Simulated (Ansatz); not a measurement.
**What NaB (Fm-3m) distorts into**

Aim: this structure of NaB (Fm-3m) is to be tested for unstable modes, and one is followed downhill.

Calculated with Ansatz 0.2.0; DFT PBEsol, scalar-relativistic, plane waves, PAW.

## 1. The structure

The structure is cubic, space group Fm-3m (No. 225). The conventional cell has a = 5.305 Å, b = 5.305 Å, c = 5.305 Å, α = 90.00°, β = 90.00°, γ = 90.00°. Nearest to Na lie 6 B at 2.65 Å. B has 6 Na at 2.65 Å nearest. Farther neighbours are not listed.

## 2. Phonons on a q mesh

The cell comes from relaxations at this level that are not shown. Stability and thermal properties need the whole zone. Linear response on a 4×4×4 q mesh gives force constants as far as a supercell of that size would.

input.yaml

```yaml
crystal:
  lattice:
    - [0.0, 2.6524525913, 2.6524525913]
    - [2.6524525913, 0.0, 2.6524525913]
    - [2.6524525913, 2.6524525913, 0.0]
  atoms:
    - { symbol: Na, position: [0.0, 0.0, 0.0] }
    - { symbol: B, position: [0.5, 0.5, 0.5] }
kpoints:
  mp_grid: { grid: [12, 12, 12] }
hamiltonian:
  xc: pbesol
scf:
  occupations: { method: methfessel_paxton, width: 0.15 }
output:
  eigenvalues: true
phonons:
  method: dfpt
  qmesh: [4, 4, 4]
  temperatures: { t_max: 1000, t_step: 50 }
  qpath:
    path:
      - [[0.0, 0.0, 0.0], [0.5, 0.0, 0.5], [0.625, 0.25, 0.625]]
      - [[0.375, 0.375, 0.75], [0.0, 0.0, 0.0], [0.5, 0.5, 0.5], [0.5, 0.25, 0.75], [0.5, 0.0, 0.5]]
    npoints: 10
```

On the command line:

```sh
> ansatz run input.yaml --threads 4 --pin off --max-ram 7168MiB --backend cpu --events-out ev --progress --plain --runs-dir out
```

Numbers of over 12 decimals in the logs are rounded to 6 here.

Output:

```text
Engine: ansatz 0.2.0, x86_64-unknown-linux-gnu
Pseudopotentials: kind: paw
Pseudopotential: Na, paw, valence charge 9, recommended cutoff 420 eV (normal), Na.paw.azcp
Pseudopotential: B, paw, valence charge 3, recommended cutoff 420 eV (normal), B.paw.azcp
Functional definition: PBEsol
  exchange = pbesol_x
  correlation = pbesol_c
Crystal: 2 atoms, lattice volume = 37.323 Å³
Basis set: ecut = 420 eV, 725 PW (Γ), exchange–correlation on 54×54×54 points (8 copies of the dense FFT grid, shifted against one another)
Bands: 10, of which v1, the nominal top of the filled ones, is band 6 counted from 1 (5 counted from 0)
Symmetry: 48 space group operations
k-points: 72 of 1728
Non-local potential: Na, projectors of the file, l = 0: 3, l = 1: 2, l = 2: 1
Non-local potential: B, projectors of the file, l = 0: 2, l = 1: 2, l = 2: 1
PAW form: soft (Blöchl's): semilocal exchange-correlation on the pseudo side does not see the compensation charge
PAW frozen core: Na, regenerated for the run's functional, and the local potential with it (the file was generated under x = pbe(κ = 0.804, μ = 0.219515), c = pbe(β = 0.066725))
PAW frozen core: B, regenerated for the run's functional, and the local potential with it (the file was generated under x = pbe(κ = 0.804, μ = 0.219515), c = pbe(β = 0.066725))
PAW one-centre angular grid: Na, 110 points (default); XC on 64 Gauss nodes
PAW one-centre angular grid: B, 110 points (default); XC on 64 Gauss nodes
Initial density: superposition of atomic densities (neutral atoms: chi_scale 0, normalization atom), corrected by the library's trained network
Initial wavefunctions: pseudopotential atomic-orbital guess
Functional: x = pbesol(κ = 0.804, μ = 0.123457), c = pbesol(β = 0.046)
SCF iter   1: F=—  HF=-1624.680084 eV  |F-HF|=—  |Δ(HF+E_count)|=         —  Δρ=3.16e-3  dr2=2.51e-3  ethr=1.77e-3  ⟨swp⟩=4.9  Hψ=3937  notcnv=0
preconditioner: auto → none  [metal: Δε(μ)=0.058 eV  Ē_g=8.016 eV  σ=0.150 eV  W_gap=0.30  n_scr=8 (ndim 8)  ℏωp=12.2 eV  f_vac=0.000  D(μ)=1.13/eV (n_scr^D=8)  sad-step TF]
SCF iter   2: F=—  HF=-1624.678355 eV  |F-HF|=—  |Δ(HF+E_count)|=   1.73e-3  S|Δr|=    0.00e0  Δρ=1.00e-3  dr2=3.90e-4  ethr=2.09e-5  ⟨swp⟩=2.4  Hψ=1695  notcnv=0
SCF iter   3: F=—  HF=-1624.678189 eV  |F-HF|=—  |Δ(HF+E_count)|=   1.66e-4  S|Δr|=    0.00e0  Δρ=2.25e-4  dr2=1.59e-5  ethr=3.25e-6  ⟨swp⟩=2.0  Hψ=1099  notcnv=0
SCF iter   4: F=—  HF=-1624.678188 eV  |F-HF|=—  |Δ(HF+E_count)|=   1.55e-6  S|Δr|=    0.00e0  Δρ=1.20e-4  dr2=5.94e-6  ethr=1.32e-7  ⟨swp⟩=2.0  Hψ=1147  notcnv=0
SCF iter   5: F=—  HF=-1624.678185 eV  |F-HF|=—  |Δ(HF+E_count)|=   2.50e-6  S|Δr|=    0.00e0  Δρ=6.88e-5  dr2=1.94e-6  ethr=4.95e-8  ⟨swp⟩=1.3  Hψ=770  notcnv=0
SCF iter   6: F=—  HF=-1624.678184 eV  |F-HF|=—  |Δ(HF+E_count)|=   7.34e-7  S|Δr|=    0.00e0  Δρ=4.21e-6  dr2=3.82e-9  ethr=1.62e-8  ⟨swp⟩=2.8  Hψ=1157  notcnv=0
SCF iter   7: F=—  HF=-1624.678184 eV  |F-HF|=—  |Δ(HF+E_count)|=   6.00e-8  S|Δr|=    0.00e0  Δρ=6.31e-7  dr2=1.91e-10  ethr=3.18e-11  ⟨swp⟩=2.0  Hψ=1138  notcnv=0
SCF iter   8: F=-1624.678184 eV  HF=-1624.678184 eV  |F-HF|=1.59e-12  |Δ(HF+E_count)|=  6.87e-11  S|Δr|=    0.00e0  Δρ=7.98e-8  dr2=2.46e-12  ethr=1.00e-12  ⟨swp⟩=3.9  Hψ=2939  notcnv=0
SCF 1 converged in 8 iterations: F = -1624.678184 eV  dr2 = 2.46e-12
  greatest PAW one-centre occupation: 0.999 electrons in one spin orbital (limit 2), on the Na atom at site 0 (counted from 0), in its partial waves of l = 0
Initial density: read from a saved state, or passed on in memory by an earlier SCF of this step, an earlier step, the calling program or the single point that the run made first
iter 1 solved again at ethr=2.87e-7 eV; its pass at ethr=3.10e-3 eV (dr2=3.45e-5 eV) is discarded
SCF iter   1: F=—  HF=-1624.678184 eV  |F-HF|=—  |Δ(HF+E_count)|=         —  Δρ=8.21e-7  dr2=1.56e-10  ethr=2.87e-7  ⟨swp⟩=3.0  Hψ=5974  notcnv=0
eigensolver tolerance schedule: the retry pair's looser diagonalisation over-reported the residual by 220672.53 of it (diagonalisation noise at an unbounded share of the residual, at the tolerance the schedule requests for it); recorded, not acted on — ethr = c·dr2/N_el stays at c = 1.0e-1
preconditioner: auto → none  [metal: Δε(μ)=0.057 eV  Ē_g=8.012 eV  σ=0.150 eV  W_gap=0.30  n_scr=8 (ndim 8)  ℏωp=12.2 eV  f_vac=0.000  D(μ)=1.15/eV (n_scr^D=8)]
SCF iter   2: F=—  HF=-1624.678184 eV  |F-HF|=—  |Δ(HF+E_count)|=   5.27e-7  S|Δr|=    0.00e0  Δρ=7.54e-7  dr2=1.15e-10  ethr=1.30e-12  ⟨swp⟩=3.3  Hψ=1594  notcnv=0
SCF iter   3: F=—  HF=-1624.678184 eV  |F-HF|=—  |Δ(HF+E_count)|=  5.66e-11  S|Δr|=    0.00e0  Δρ=3.98e-7  dr2=3.07e-11  ethr=1.00e-12  ⟨swp⟩=2.1  Hψ=1124  notcnv=0
SCF iter   4: F=-1624.678184 eV  HF=-1624.678184 eV  |F-HF|=6.82e-13  |Δ(HF+E_count)|=  1.86e-11  S|Δr|=    0.00e0  Δρ=5.56e-8  dr2=5.85e-13  ethr=1.00e-12  ⟨swp⟩=1.0  Hψ=2100  notcnv=0
SCF 2 converged in 4 iterations: F = -1624.678184 eV  dr2 = 5.85e-13
phonons: the bands overlap, so this run is a metal and interpolates without the dipole-dipole term. If the crystal is really an insulator or semiconductor, its LO-TO splitting is missing
NSCF: frozen V_eff on 72 k-points
NSCF: frozen V_eff on 163 k-points
DFPT response loops at q = (0, 0, 0) (fractional): preconditioner auto → Kerker (q_TF=auto, 2.258 Å⁻¹) (partly filled bands, converged f_vac=0.000); β = 1.00, the filter's whole step (`scf.mixing.beta` (0.50) is not read by the response loops under this deck's `scf.mixing.preconditioner`; to damp them name `kerker` or `kerker_dos`, under which they read `scf.mixing.beta`, and type it under 1.00, their step now; both keys bind the ground state too); Broyden in place of MSR1
NSCF: frozen V_eff on 1872 k-points
DFPT response loops at q = (0, 0, 0.25) (fractional): mixed as the last ones told, above
NSCF: frozen V_eff on 952 k-points
DFPT response loops at q = (0, 0, -0.5) (fractional): mixed as the last ones told, above
NSCF: frozen V_eff on 1020 k-points
DFPT response loops at q = (0, 0.25, 0.25) (fractional): mixed as the last ones told, above
NSCF: frozen V_eff on 3456 k-points
DFPT response loops at q = (0, 0.25, -0.5) (fractional): mixed as the last ones told, above
NSCF: frozen V_eff on 1872 k-points
DFPT response loops at q = (0, 0.25, -0.25) (fractional): mixed as the last ones told, above
NSCF: frozen V_eff on 560 k-points
DFPT response loops at q = (0, -0.5, -0.5) (fractional): mixed as the last ones told, above
NSCF: frozen V_eff on 1020 k-points
DFPT response loops at q = (0.25, -0.5, -0.25) (fractional): mixed as the last ones told, above
SCF converged after 8 iterations
Stability not checked: this state was not tested for a lower state beside it, because cold or Methfessel-Paxton smearing, or corrected tetrahedra, fill the levels in a way that the test cannot read (fill_not_monotonic; see scf.lower_state_search)
Free energy (F): -1624.678184 eV
Harris-Foulkes:  -1624.678184 eV  (|F-HF|=1.59e-12)
Internal energy: -1624.677152 eV  (E = F + TS)
E sigma→0 (E₀):  -1624.677926 eV
Entropy (-TS):   -0.001033 eV (-0.516 meV/atom)
Fermi energy:    2.880952 eV
--- Per-component energies (eV) ---
  E_band       = -216.933054
  E_kinetic    = 155.886219
  E_local      = -1374.907756  (includes V_loc(G=0)·N_el)
  E_nonlocal   = 131.888408
  E_hartree    = 496.437292
  E_xc         = -65.644768
  E_vxc        = -81.598571  (∫ρ·V_xc dr)
  E_paw        = -328.508480  (= ΣΔE_a)
  E_vpaw       = -41.075875  (= ΣTr[D̂ρ^β])
  E_aug_tail   = -0.000041  (compensation charges beyond the density's cutoff)
  E_ewald      = -639.897430
  E_core_change = 0.069405  (= ΣΔE_core)
  E_smearing   = -0.001033  (= −TS)
  E_closure    = 0.000000  (closes the sum)
  Σ components = -1624.678184   (vs F -1624.678184, Δ=0.00e0)
--- Band table (eV; the first three rows and the last of 72) ---
  k-point 0: bands = ["-47.8939", "-19.9813", "-19.9813", "-19.9813", "-4.3873", "5.3616", "5.3616", "5.3616", "10.6503", "13.1471"]
  k-point 1: bands = ["-47.8937", "-19.9846", "-19.9816", "-19.9816", "-4.2995", "5.0279", "5.3099", "5.3099", "10.8376", "12.6326"]
  k-point 2: bands = ["-47.8933", "-19.9937", "-19.9826", "-19.9826", "-4.0416", "4.1928", "5.1758", "5.1758", "10.9913", "12.2932"]
  k-point 71: bands = ["-47.8910", "-20.0112", "-20.0112", "-19.9987", "-1.7165", "2.2903", "2.2903", "3.3623", "11.6553", "12.1296"]
--- Phonons (Γ-DFPT): 2 representative perturbations + reference (Σ response iterations 6) ---
  ASR residual: 8.097e-5 → 0.000e0 eV/Å²; symmetrization residual: 2.190e-6 eV/Å²
  ASR residual per site (eV/Å²): 8.10e-5 3.88e-5
  Γ frequencies (cm⁻¹): 0.00 0.00 0.00 305.82 305.82 305.82
--- Phonons (arbitrary-q DFPT): 8 irreducible q on the 4×4×4 mesh ---
  q = [0.0000, 0.0000, 0.0000] (star 1, of the zone-centre solve; hermiticity 1.73e-6, symmetrization 1.08e-12): -0.00 0.00 0.00 305.82 305.82 305.82
  q = [0.0000, 0.0000, 0.2500] (star 8, 2 solved perturbations on 936 of 1728 k-point pairs; hermiticity 6.88e-7, symmetrization 6.68e-13): 66.46 108.51 108.51 263.07 281.51 281.51
  q = [0.0000, 0.0000, -0.5000] (star 4, 2 solved perturbations on 476 of 1728 k-point pairs; hermiticity 1.20e-13, symmetrization 8.01e-13): -68.52 181.77 181.77 197.73 235.80 235.80
  q = [0.0000, 0.2500, 0.2500] (star 6, 4 solved perturbations in 1608 linear systems a pass and spin channel, the states on 510 of 1728 k-point pairs; hermiticity 6.75e-7, symmetrization 7.72e-13): -79.91 -79.91 183.67 218.54 299.93 299.93
  q = [0.0000, 0.2500, -0.5000] (star 24, 4 solved perturbations in 5328 linear systems a pass and spin channel, the states on 1728 of 1728 k-point pairs; hermiticity 6.91e-7, symmetrization 4.92e-13): -148.29 57.05 58.95 251.01 279.21 281.13
  q = [0.0000, 0.2500, -0.2500] (star 12, 4 solved perturbations in 2892 linear systems a pass and spin channel, the states on 936 of 1728 k-point pairs; hermiticity 9.34e-7, symmetrization 4.84e-13): -112.62 131.07 180.73 193.16 242.60 299.72
  q = [0.0000, -0.5000, -0.5000] (star 3, 4 solved perturbations in 886 linear systems a pass and spin channel, the states on 280 of 1728 k-point pairs; hermiticity 7.32e-7, symmetrization 4.22e-13): -206.40 -131.51 -131.51 283.28 304.86 304.86
  q = [0.2500, -0.5000, -0.2500] (star 6, 4 solved perturbations in 1544 linear systems a pass and spin channel, the states on 510 of 1728 k-point pairs; hermiticity 5.19e-7, symmetrization 9.75e-13): -174.27 -174.27 186.57 206.47 287.41 287.41
  sum rule: each row above includes the acoustic sum rule's correction from the zone centre's row sums; it moved no ω² by more than (0.99 cm⁻¹)²
  mesh force constants: q→R imaginary residual 8.43e-18; ASR residual 8.097e-5 → 0.000e0 eV/Å²; symmetrization residual 2.220e-15 eV/Å²
  interpolated dispersion: 62 rows × 6 modes
  density of states and harmonic sums: on the 20×20×20 q-mesh, interpolated from the force constants of a 4×4×4 supercell (no non-analytic term)
  largest difference from the sums on the solved wave vectors: F 8.35e-2 eV, S 1.14e-4 and C_V 3.15e-5 eV/K
  zero-point energy: 0.060574 eV/cell   skipped modes (ω ≤ 0): 396, of them read as no rigid motion or as one in doubt: 393 (1.545e0 modes/cell left out, lowest -206.40 cm⁻¹)   left out of the sums: 2.58e-1 of the cell's modes: C_V's classical limit lies that fraction below 3 k_B per atom; for a crystal, a wire or a layer, F and S can be off by more, and a phonons.interpolated_qmesh denser along its periods is the remedy for the sampling
```

Wall time 91 s (4 threads of Intel Xeon Platinum 8488C (Sapphire Rapids), shared host); peak memory 1.7 GiB.

This step gave:

```yaml
volume_per_atom: 18.66 Å³
gap_on_the_k_mesh: 0 eV
sum_rule_residual_before_enforcement: 8.10e-5 eV/Å²
lowest_frequency_on_the_path: -206.4 cm⁻¹
point_group: m-3m
highest_frequency_on_the_path_or_at_a_solved_wavevector: 305.8 cm⁻¹
highest_optical_mode_at_the_zone_centre_no_lo_to_term: 305.8 cm⁻¹
lowest_optical_zone_centre_mode: 305.8 cm⁻¹
lowest_mode_on_the_q_mesh_acoustic_modes_at_gamma_apart: -206.4 cm⁻¹
```

Frequencies (cm⁻¹) solved at each irreducible wavevector; negative means imaginary. Frequencies by wavevector, by row:

```csv
q in reciprocal lattice units,star,mode 1,mode 2,mode 3,mode 4,mode 5,mode 6
0 0 0,1,0,0,0,305.8,305.8,305.8
0 0 0.25,8,66.5,108.5,108.5,263.1,281.5,281.5
0 0 -0.5,4,-68.5,181.8,181.8,197.7,235.8,235.8
0 0.25 0.25,6,-79.9,-79.9,183.7,218.5,299.9,299.9
0 0.25 -0.5,24,-148.3,57,59,251,279.2,281.1
0 0.25 -0.25,12,-112.6,131.1,180.7,193.2,242.6,299.7
0 -0.5 -0.5,3,-206.4,-131.5,-131.5,283.3,304.9,304.9
0.25 -0.5 -0.25,6,-174.3,-174.3,186.6,206.5,287.4,287.4
```

Interpolated from a 4×4×4 q mesh. Phonon branches along the path, in cm⁻¹:

```csv
point,branch 1,branch 2,branch 3,branch 4,branch 5,branch 6
Γ,0,0,0,306,306,306
halfway,-80,-80,184,218,300,300
X,-206,-132,-132,283,305,305
halfway,-202,-123,-112,284,294,298
U,-184,-91,25,263,282,286
jump to K,-184,-91,25,263,282,286
halfway,-80,130,163,226,259,302
Γ,0,0,0,306,306,306
halfway,66,108,108,263,282,282
L,-68,182,182,198,236,236
halfway,-142,39,188,193,269,277
W,-174,-174,187,206,287,287
halfway,-198,-145,-23,278,284,298
X,-206,-132,-132,283,305,305
```

The phonon branches as a text plot (rows in cm⁻¹):

```
    295 |***********************************            *********
    274 |   *     **********     ***       ***       ****   *****
    252 |        *        * ******          ****   ***      *
    231 |    ** *          *    *             * ***
    210 |      *            *                  **       ****
    188 |      *             ***                 **********
    167 |    **              ** *              **  *       *
    146 |   *               *  * *            *     *
    124 |       *            ** *            *              *
    103 |  *               *     ***        *        *
     82 |                   *     **       *                 *
     60 |                           *     ****
     39 | *                          *   *    *       *
     18 |                 *             *
     -4 |*                            **
    -25 | **                        **         *
    -46 |   *            * *      **
    -68 |    **                  *              ***
    -89 |      ***      * *    **                  *   *      *
   -110 |        ***   ***   **                     *          *
   -132 |           ****                             ** *     ***
   -153 |         **        *                          **   **
   -174 |                 **                             ***
   -196 |           ******                                  *****
         Γ           X  U|K            Γ         L        W     X
```

Symmetry leaves 8 wavevectors to solve. The lowest mode among them, the acoustic zeros apart, lies at q = (0, -0.5, -0.5) and is imaginary, 206.4i cm⁻¹, so the energy falls along it.

## 3. The mode frozen in, largest atomic shift 0 Å

The mode followed lies at q = (0, -0.5, -0.5) with frequency 206.4i cm⁻¹, the softest among the wavevectors solved. At small amplitude the distorted cell has space group no. 129 by a symmetry search on the positions. The undistorted cell that holds it gives the zero of energy on the same k mesh.

System of this step: NaB. It takes space group Fm-3m (No. 225, cubic). Conventional cell: a = 5.305 Å, b = 5.305 Å, c = 5.305 Å, α = 90.00°, β = 90.00°, γ = 90.00°. Na has 6 B at 2.65 Å nearest. Nearest to B lie 6 Na at 2.65 Å. Farther neighbours are not listed.

input.yaml

```yaml
crystal:
  lattice:
    - [0.0, -2.6524525913, -2.6524525913]
    - [0.0, 2.6524525913, -2.6524525913]
    - [5.3049051826, 0.0, 0.0]
  atoms:
    - { symbol: Na, position: [0.5, 0.5, 0.5] }
    - { symbol: Na, position: [0.0, 0.0, 0.0] }
    - { symbol: B, position: [0.5, 0.5, 0.0] }
    - { symbol: B, position: [0.0, 0.0, 0.5] }
kpoints:
  mp_grid: { grid: [10, 10, 8] }
hamiltonian:
  xc: pbesol
scf:
  occupations: { method: methfessel_paxton, width: 0.15 }
output:
  forces: true
  stress: true
  eigenvalues: true
```

Output:

```text
[...]
Crystal: 4 atoms, lattice volume = 74.645 Å³
Basis set: ecut = 420 eV, 1465 PW (Γ), exchange–correlation on 54×54×72 points (8 copies of the dense FFT grid, shifted against one another)
Bands: 16, of which v1, the nominal top of the filled ones, is band 12 counted from 1 (11 counted from 0)
Symmetry: 32 space group operations
[...]
k-points: 105 of 800
[...]
P = ⅓ Tr σ = -0.0278 GPa (-0.278 kbar)
--- Band table (eV; the first three rows and the last of 105) ---
  k-point 0: bands = [... 8 lower, -4.3881, -1.8337, 1.3494, 3.8916, 3.8916, 5.3594, 5.3606, 5.3606]
  k-point 1: bands = [... 8 lower, -4.3222, -2.0074, 1.5476, 3.9340, 3.9340, 5.1807, 5.2836, 5.2836]
  k-point 2: bands = [... 8 lower, -4.1278, -2.4233, 2.0415, 4.0587, 4.0587, 4.7117, 5.0784, 5.0784]
  k-point 104: bands = [... 8 lower, -1.7178, -1.7178, 2.2899, 2.2899, 2.2899, 2.2899, 3.3607, 3.3607]
[key lines of the parts left out:]
SCF converged after 6 iterations
Free energy (F): -3249.354638 eV
Fermi energy:    2.859428 eV
```

The job ended after 1.2 s (4 threads; peak memory 0.47 GiB).

Numbers from this step:

```
pressure                         : -0.02775 GPa
energy from the undistorted cell : 0 meV/atom
```

The run ends at a pressure of -0.03 GPa.

## 4. The mode frozen in, largest atomic shift 0.6 Å

The atoms are moved along the unstable eigenvector, the largest shift by 0.6 Å, with the cell fixed.

input.yaml, the sections that differ from step 3:

```yaml
crystal:
  lattice:
    - [0.0, -2.6524525913, -2.6524525913]
    - [0.0, 2.6524525913, -2.6524525913]
    - [5.3049051826, 0.0, 0.0]
  atoms:
    - { symbol: Na, position: [0.5, 0.5, 0.5529380461] }
    - { symbol: Na, position: [0.0, 0.0, -0.0529380461] }
    - { symbol: B, position: [0.5, 0.5, 0.1131028698] }
    - { symbol: B, position: [0.0, 0.0, 0.3868971302] }
# kpoints, hamiltonian, scf, output: as in step 3
```

Output:

```text
[...]
Crystal: 4 atoms, lattice volume = 74.645 Å³
Basis set: ecut = 420 eV, 1465 PW (Γ), exchange–correlation on 54×54×72 points (8 copies of the dense FFT grid, shifted against one another)
Bands: 16, of which v1, the nominal top of the filled ones, is band 12 counted from 1 (11 counted from 0)
Symmetry: 16 space group operations
[...]
k-points: 105 of 800
[...]
P = ⅓ Tr σ = -2.4193 GPa (-24.193 kbar)
--- Band table (eV; the first three rows and the last of 105) ---
  k-point 0: bands = [... 8 lower, -4.5111, -0.7501, 1.8968, 3.6865, 3.6865, 4.6071, 6.6024, 6.6024]
  k-point 1: bands = [... 8 lower, -4.4688, -0.9243, 2.0921, 3.7003, 3.7003, 4.5620, 6.5550, 6.5550]
  k-point 2: bands = [... 8 lower, -4.3573, -1.2980, 2.5445, 3.7350, 3.7350, 4.4019, 6.4423, 6.4423]
  k-point 104: bands = [... 8 lower, -1.3594, -1.3594, 1.3739, 1.3739, 3.4438, 3.4438, 4.1451, 4.1451]
[key lines of the parts left out:]
SCF converged after 7 iterations
Free energy (F): -3249.814161 eV
Fermi energy:    3.084256 eV
```

Elapsed: 1.3 s, on 4 threads; peak memory 0.46 GiB; 4.1 s of CPU time.

Numbers from this step:

- pressure: -2.419 GPa
- energy from the undistorted cell: -114.8 meV/atom

The energy, extrapolated to zero smearing, is -114.78 meV/atom against the undistorted cell.

The run ends at a pressure of -2.42 GPa, with forces up to 0.89 eV/Å.

## 5. Energy along the mode, all amplitudes (two of the runs are shown above)

An imaginary frequency means negative curvature, so the energy should fall and then rise again as anharmonic terms take over.

This step gave:

```
depth at the lowest point sampled  : 114.8 meV/atom
largest atomic shift at that point : 0.6 Å
```

Energy from the parent against largest atomic shift:

```csv
largest atomic shift (Å),energy from the parent (meV/atom)
0.000,0
0.040,-1.11
0.080,-4.3
0.140,-12.4
0.220,-28.7
0.320,-55.3
0.450,-91.9
0.600,-115
```

Displacement at unit largest shift by atom:

```csv
atom,x (Å),y (Å),z (Å),size
Na1,0.47,0.00,0.00,0.47
Na2,-0.47,0.00,0.00,0.47
B3,1.00,0.00,0.00,1.00
B4,-1.00,0.00,0.00,1.00
```

The lowest of the steps tried is the last one, at 0.6 Å, 115 meV/atom below the parent; the bottom of the well need not coincide with a step.

(Continued in part 2 of 3.)

[Logs are printed without paths, hosts, clocks, repeated set-up lines and the standing remarks that a program may print on its own settings, such as how far it seeks lower states.]

[Hosts, paths, dates, database ids (printed as entryN), source tags and the programs' standing remarks are cut or masked in the printed files.]
